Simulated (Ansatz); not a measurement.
## F on Ir(111): change of the work function: cost of one run

Ansatz 0.2.0; plane-wave DFT, PBE, Ansatz PAW. The cell holds 17 atoms.

Contents of input.yaml:

```yaml
crystal:
  lattice:
    - [5.4305800796, 0.0, 0.0]
    - [2.7152900398, 4.7030203062, 0.0]
    - [0.0, 0.0, 25.9397185347]
  atoms:
    - { symbol: Ir, position: [0.0, 0.0, 0.3469582751] }
    - { symbol: Ir, position: [0.1666666667, 0.1666666667, 0.4324266286] }
    - { symbol: Ir, position: [0.3333333333, 0.3333333333, 0.5177954863] }
[... 8 atom lines left out ...]
    - { symbol: Ir, position: [0.5, 0.0, 0.6027545313] }
    - { symbol: Ir, position: [0.5, 0.5, 0.3469582751] }
    - { symbol: Ir, position: [0.6666666667, 0.6666666667, 0.4324266286] }
    - { symbol: Ir, position: [0.8333333333, 0.8333333333, 0.5177954863] }
    - { symbol: Ir, position: [0.5, 0.5, 0.6027545313] }
    - { symbol: F, position: [0.1666666667, 0.1666666667, 0.6530417249] }
kpoints:
  mp_grid: { grid: [6, 6, 1] }
hamiltonian:
  xc: pbe
scf:
  occupations: { method: fermi_dirac, width: 0.1 }
  convergence: { dr2_threshold: 1.0e-08 }
efield:
  axis: 3
  dipole_correction: true
  ramp_position: 0.97
  ramp_width: 0.06
relax:
  f_tol: 0.02
  max_steps: 60
  constraints: [{ sites: [0, 1, 4, 5, 8, 9, 12, 13] }]
output:
  dos: { projected: true, e_range: [-8, 4] }
  write_potential: true
  write_density: true
  volumetric_format: npy
  elf: true
```

Command:

```bash
$ ansatz run input.yaml --threads 4 --pin off --max-ram 6144MiB --backend cpu --events-out ev --progress --plain --runs-dir out
```

The cutoff in use is 420 eV. For reference, a run of the same kind (4 atoms, 19 k-points, 41 bands and 3,101 plane waves; 24 SCF cycles) took 5.3 s and 0.55 GiB on the same hardware.

**Question.** How long does this run take on 4 threads of Intel Xeon 6975P-C (Granite Rapids), shared host, and how much memory does it need?

A cutoff of 420 eV is a sphere of radius 10.5 Å⁻¹, so a cell of 663 Å³ holds about V·G³/6π² = 12,947 plane waves. At two electrons a band, the 279 electrons need 140 bands, and 28 more are carried. Symmetry cuts the 6×6×1 mesh from 36 to 7 points. The run has 7 k-points, 168 bands and 12,897 plane waves. Taking the work of a cycle as k-points × spins × bands × plane waves, that is 6.3 times the reference, or 33 s at the reference's 24 cycles. The run needed 54 SCF cycles over 6 ionic steps, which makes it about 74 s. One copy of the wavefunctions takes 0.23 GiB at 16 bytes a coefficient, against 0.036 GiB in the reference; grids, projectors and work arrays come on top. Measured: about 63 s, with a peak of 2.7 GiB. The estimate holds within 25 %.

[Logs are printed without paths, hosts, clocks, repeated set-up lines and the standing remarks that a program may print on its own settings, such as how far it seeks lower states.]

[Hosts, paths, dates, database ids (printed as entryN), source tags and the programs' standing remarks are cut or masked in the printed files.]

[Maps of the electrostatic potential energy from Ansatz leave out the sawtooth potential of an applied field or a dipole correction, so their vacuum need not be flat; planar profiles and work functions include it.]
